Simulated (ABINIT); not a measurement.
## A GW chain in ABINIT: SiO2 (Quartz)

Aim: the G0W0 gap of SiO2 (Quartz) on PBE, step by step.

Program: ABINIT 10.8.3. Level of theory: PBE and many-body steps on it, plane waves. Results are calculated unless marked as measured.

Report form: the programs' logs are mostly left out.

## 1. The structure

The structure is trigonal, space group P3_121 (No. 152). Conventional cell: a = 4.916 Å, b = 4.916 Å, c = 5.409 Å, α = 90.00°, β = 90.00°, γ = 120.00°. Nearest to Si lie 4 O at 1.61 Å. O has 2 Si at 1.61 Å nearest. Farther neighbours and most contacts between anions are not listed.

The cell and positions come from the Crystallography Open Database and are kept as given unless a step says otherwise.

## 2. Ground state

This step: ABINIT 10.8.3; DFT, PBE, plane waves, norm-conserving pseudopotentials.

The ground-state density comes first.

File run.abi:

```
acell 3*1.0 Angstrom
rprim 
  4.915799999986 0.000000000003 0.000000000000
  -2.457899999996 4.257207679910 0.000000000000
  0.000000000000 0.000000000000 5.409100000000
ntypat 2
znucl 14 8
natom 9
typat 1 1 1 2 2 2 2 2 2
xred 
  0.530300000000 0.000000000000 0.333333333333
  0.000000000000 0.530300000000 0.666666666667
  0.469700000000 0.469700000000 -0.000000000000
  0.146200000000 0.414200000000 0.881000000000
  0.585800000000 0.732000000000 0.214333333333
  0.268000000000 0.853800000000 0.547666666667
  0.414200000000 0.146200000000 0.119000000000
  0.732000000000 0.585800000000 0.785666666667
  0.853800000000 0.268000000000 0.452333333333
pp_dirpath "pseudos"
pseudos "Si.upf, O.upf"
ecut 36
ngkpt 6 6 4
nshiftk 1
shiftk 0 0 0
kptopt 1
chksymbreak 0
nband 32
occopt 1
tolvrs 1e-10
nstep 60
prtwf 0
indata_prefix "in"
outdata_prefix "out"
tmpdata_prefix "tmp"
```

The run is started by

```bash
$ OMP_NUM_THREADS=1 mpirun -n 4 abinit run.abi > log
```

Elapsed: 64 s, on 4 MPI ranks of Arm Neoverse V2, shared host; peak memory 0.49 GiB.

Numbers from this step:

```yaml
total_energy: -3057.3419 eV
gap: 6.038 eV
k_of_the_valence_top: 0.3333, 0.3333, 0
k_of_the_conduction_bottom: 0, 0, 0
least_direct_gap: 6.351 eV
pressure: 5.631 GPa
```

The gap is indirect, with the least direct gap 0.31 eV higher.

The cutoff was set for levels, not for stress, so the pressure can be off by some GPa.

## 3. Bands along the symmetry lines

The cheap functional maps the bands first; the places of the edges decide which points the dearer methods must see.

run.abi: that of step 2 with these lines changed.

```diff
@@ -22,12 +22,53 @@
 ecut 36
-ngkpt 6 6 4
-nshiftk 1
-shiftk 0 0 0
-kptopt 1
-chksymbreak 0
-nband 32
-occopt 1
-tolvrs 1e-10
-nstep 60
+iscf -2
+irdden 1
+kptopt 0
+nkpt 39
+kpt 
+  0.00000000 0.00000000 0.00000000
+  0.12500000 0.00000000 0.00000000
+  0.25000000 0.00000000 0.00000000
+  0.37500000 0.00000000 0.00000000
+  0.50000000 0.00000000 0.00000000
+  0.45833333 0.08333333 0.00000000
+  0.41666666 0.16666666 0.00000000
+  0.37500000 0.25000000 0.00000000
+  0.33333333 0.33333333 0.00000000
+  0.25000000 0.25000000 0.00000000
+  0.16666666 0.16666666 0.00000000
+  0.08333333 0.08333333 0.00000000
+  0.00000000 0.00000000 0.00000000
+  0.00000000 0.00000000 0.12500000
+  0.00000000 0.00000000 0.25000000
+  0.00000000 0.00000000 0.37500000
+  0.00000000 0.00000000 0.50000000
+  0.12500000 0.00000000 0.50000000
+  0.25000000 0.00000000 0.50000000
+  0.37500000 0.00000000 0.50000000
+  0.50000000 0.00000000 0.50000000
+  0.45833333 0.08333333 0.50000000
+  0.41666666 0.16666666 0.50000000
+  0.37500000 0.25000000 0.50000000
+  0.33333333 0.33333333 0.50000000
+  0.25000000 0.25000000 0.50000000
+  0.16666666 0.16666666 0.50000000
+  0.08333333 0.08333333 0.50000000
+  0.00000000 0.00000000 0.50000000
+  0.50000000 0.00000000 0.50000000
+  0.50000000 0.00000000 0.37500000
+  0.50000000 0.00000000 0.25000000
+  0.50000000 0.00000000 0.12500000
+  0.50000000 -0.00000000 0.00000000
+  0.33333333 0.33333333 0.50000000
+  0.33333333 0.33333333 0.37500000
+  0.33333333 0.33333333 0.25000000
+  0.33333333 0.33333333 0.12500000
+  0.33333333 0.33333333 0.00000000
+istwfk *1
+nband 37
+nbdbuf 8
+tolwfr 1e-07
+nstep 50
 prtwf 0
+prtvol 0
 indata_prefix "in"
```

Elapsed: 46 s, on 4 MPI ranks; peak memory 0.48 GiB; 3.1 min of CPU time.

Numbers from this step:

```yaml
gap: 6.038 eV
k_of_the_valence_top: 0.3333, 0.3333, 0
k_of_the_conduction_bottom: 0, 0, 0
least_direct_gap: 6.351 eV
```

The gap is 6.038 eV, as in the run before at this level.

The electronic bands at the labelled points (eV, zero at the top of the highest filled band):

```csv
point,band 21,band 22,band 23,band 24,band 25,band 26,band 27,band 28
Γ,-0.99,-0.68,-0.31,-0.31,6.04,9.33,9.33,9.79
halfway,-1.00,-0.83,-0.24,-0.15,6.92,9.33,9.40,9.90
M,-1.04,-0.78,-0.27,-0.04,8.29,9.02,9.74,9.75
halfway,-1.10,-0.63,-0.31,-0.02,8.48,9.08,9.63,9.96
K,-1.23,-0.44,-0.44,0.00,8.95,8.95,9.44,10.40
halfway,-0.91,-0.87,-0.25,-0.11,7.16,9.34,9.49,9.94
Γ,-0.99,-0.68,-0.31,-0.31,6.04,9.33,9.33,9.79
halfway,-1.07,-0.53,-0.22,-0.09,6.63,9.17,9.27,9.29
A,-1.20,-0.21,-0.21,-0.09,7.97,7.97,9.08,9.76
halfway,-1.08,-0.44,-0.41,-0.15,8.36,8.50,9.40,9.74
L,-0.88,-0.83,-0.60,-0.19,8.94,9.41,9.70,9.86
halfway,-0.86,-0.83,-0.62,-0.33,8.97,9.59,9.79,9.90
H,-0.94,-0.76,-0.58,-0.58,9.03,9.82,9.82,10.12
halfway,-1.05,-0.54,-0.38,-0.22,8.48,8.66,9.46,9.92
A,-1.20,-0.21,-0.21,-0.09,7.97,7.97,9.08,9.76
jump to L,-0.88,-0.83,-0.60,-0.19,8.94,9.41,9.70,9.86
halfway,-0.96,-0.72,-0.44,-0.12,8.57,9.12,9.60,10.07
M,-1.04,-0.78,-0.27,-0.04,8.29,9.02,9.74,9.75
jump to H,-0.94,-0.76,-0.58,-0.58,9.03,9.82,9.82,10.12
halfway,-1.01,-0.55,-0.51,-0.20,8.95,9.27,9.62,10.23
K,-1.23,-0.44,-0.44,0.00,8.95,8.95,9.44,10.40
```

## 4. Empty states on the mesh, 3×3×2 mesh, 462 bands

The sums over transitions need many empty states on a uniform mesh; this step solves for them.

File run.abi:

```
acell 3*1.0 Angstrom
rprim 
  4.915799999986 0.000000000003 0.000000000000
  -2.457899999996 4.257207679910 0.000000000000
  0.000000000000 0.000000000000 5.409100000000
ntypat 2
znucl 14 8
natom 9
typat 1 1 1 2 2 2 2 2 2
xred 
  0.530300000000 0.000000000000 0.333333333333
  0.000000000000 0.530300000000 0.666666666667
  0.469700000000 0.469700000000 -0.000000000000
  0.146200000000 0.414200000000 0.881000000000
  0.585800000000 0.732000000000 0.214333333333
  0.268000000000 0.853800000000 0.547666666667
  0.414200000000 0.146200000000 0.119000000000
  0.732000000000 0.585800000000 0.785666666667
  0.853800000000 0.268000000000 0.452333333333
pp_dirpath "pseudos"
pseudos "Si.upf, O.upf"
ecut 36
ngkpt 3 3 2
nshiftk 1
shiftk 0 0 0
kptopt 1
chksymbreak 0
iscf -2
irdden 1
istwfk *1
nband 462
nbdbuf 42
tolwfr 1e-09
nstep 60
prtvol 0
indata_prefix "in"
outdata_prefix "out"
tmpdata_prefix "tmp"
```

It took 7.5 min on 4 MPI ranks; peak memory 0.75 GiB; 30 min of CPU time.

This step gave:

```yaml
gap: 6.038 eV
k_of_the_valence_top: 0.3333, 0.3333, 0
k_of_the_conduction_bottom: 0, 0, 0
least_direct_gap: 6.351 eV
k_points_computed: 6
lowest_point_of_the_top_converged_band_above_the_valence_top: 127.2791 eV
```

On this mesh the gap is 6.038 eV.

## 5. Screening, 3×3×2 mesh, 420 bands, screening to 274.8 eV

The RPA dielectric matrix is built and inverted for each q.

This step: RPA screening on PBE, plane waves, norm-conserving pseudopotentials.

run.abi: that of step 4 with these lines changed.

```diff
@@ -27,10 +27,11 @@
 chksymbreak 0
-iscf -2
-irdden 1
 istwfk *1
-nband 462
-nbdbuf 42
-tolwfr 1e-09
-nstep 60
-prtvol 0
+occopt 1
+irdwfk 1
+optdriver 3
+nband 420
+ecuteps 10.1
+inclvkb 2
+awtr 1
+symchi 1
 indata_prefix "in"
```

Elapsed: 10 min, on 4 MPI ranks; peak memory 3.7 GiB.

This step gave:

- ε∞ with local fields, on this mesh, along the program's q direction: 2.320
- the same without local fields: 2.543
- plasma frequency: 24.18 eV
- plane waves in the screening matrix: 1155

Local fields lower ε∞ by 9 %. On a Γ-centred mesh this coarse the value itself is usually too large, while a short band sum pulls it down.

## 6. Self-energy, 3×3×2 mesh, 420 bands, screening to 274.8 eV

The self-energy is evaluated for the states that the input lists, and the levels follow from it, in one-shot runs by the linearised quasiparticle equation.

This step: G0W0 on PBE, plane waves, norm-conserving pseudopotentials.

run.abi: that of step 5 with these lines changed.

```diff
@@ -30,8 +30,19 @@
 irdwfk 1
-optdriver 3
+optdriver 4
 nband 420
+gwcalctyp 0
+ecutsigx 36
+symsigma 1
+nkptgw 3
+kptgw 
+  0.3333333333 0.3333333333 0.0000000000
+  0.0000000000 0.0000000000 0.0000000000
+  0.0000000000 0.0000000000 0.5000000000
+bdgw 
+  22 26
+  23 27
+  22 26
 ecuteps 10.1
-inclvkb 2
-awtr 1
-symchi 1
+irdscr 1
+ppmodel 1
 indata_prefix "in"
```

It took 8.6 min on 4 MPI ranks; peak memory 5 GiB.

This step gave:

```
G0W0 gap on the points computed              : 8.752 eV
starting gap on the mesh                     : 6.038 eV
k of the valence top                         : 0.3333, 0.3333, 0
k of the conduction bottom                   : 0, 0, 0
Z at the valence top                         : 0.813
Z at the conduction bottom                   : 0.867
least direct G0W0 gap on the computed points : 9.135 eV
```

The gap on the mesh goes from 6.04 eV to 8.75 eV, a correction of +2.71 eV.

Limits: finite bands, cutoff and mesh; coarse k mesh. v1 is the top filled band, c1 the lowest empty one. The levels before and after the correction (eV, zero at the valence-band top of each column):

```csv
,conduction bottom,valence top
Kohn-Sham,6.04,0.00
G0W0,8.75,0.00
```

```csv
,level,energy (eV)
Kohn-Sham,(0.333 0.333 0) v3-v2,-0.436
Kohn-Sham,(0.333 0.333 0) v1,0.000
Kohn-Sham,(0.333 0.333 0) c1-c2,8.953
Kohn-Sham,Γ v2-v1,-0.313
Kohn-Sham,Γ c1,6.038
Kohn-Sham,Γ c2-c3,9.331
G0W0,(0.333 0.333 0) v3-v2,-0.506
G0W0,(0.333 0.333 0) v1,0.000
G0W0,(0.333 0.333 0) c1-c2,12.083
G0W0,Γ v2-v1,-0.383
G0W0,Γ c1,8.752
G0W0,Γ c2-c3,12.314
```

## 7. Where the time went

Times are wall times on 4 MPI ranks of Arm Neoverse V2, shared host, good to a factor of about two.

```csv
step,time,share,memory (GiB)
ground state,64 s,4 %,0.49
bands along the symmetry lines,46 s,3 %,0.48
empty states on the mesh,7.5 min,27 %,0.75
screening,10 min,36 %,3.7
self-energy,8.6 min,31 %,5.0
```

## 8. Summary of results

```json
{
 "PBE gap": "6.04 eV, indirect",
 "G0W0 gap on the mesh": "8.75 eV",
 "GW settings": "3×3×2 mesh, 420 bands, screening to 274.8 eV, Godby-Needs plasmon pole",
 "known limits": "not at the basis limit; coarse k mesh"
}
```

**Reading.** G0W0 moves the gap on the mesh from 6.04 eV to 8.75 eV (+2.71 eV), with Z of 0.81 and 0.87 at the edges. Local fields lower the RPA ε∞ on this mesh from 2.54 to 2.32; a Γ-centred mesh this coarse tends to raise both, most where the direct gap is narrow, while a short band sum lowers them. Only 3 of the mesh's irreducible points were corrected, so a valley elsewhere could overtake. Bands and cutoff are finite, so the gap is not at the basis limit. The miss can reach some tenths of an eV and take either sign; the mesh is an error of its own. In the G0W0 run levels were corrected at 3 k points alone, so a gap called «on the mesh» is the least over those, and an edge elsewhere would be missed. The 3×3×2 mesh is coarse for this cell, which bears on the long-range parts of exchange and screening.

[Paths, hosts, dates, memory and timing lines, banners, echoed tables and standing remarks are left out of the program output.]

[Logs are printed without paths, hosts, clocks, repeated set-up lines and the standing remarks that a program may print on its own settings, such as how far it seeks lower states.]

[Runs of the session that timed out or met a known fault of the program may be left out.]

[Hosts, paths, dates, database ids (printed as entryN), source tags and the programs' standing remarks are cut or masked in the printed files.]

[G0W0 gaps are taken among the corrected bands and points alone; a level outside them can change the order at an edge.]

[Where Ansatz stands beside ABINIT at settings called matched, ABINIT's density can come from a denser mesh and the files from another edition; pairs whose starting gaps differed by over 0.03 eV were left out, so agreement reads better than it is.]
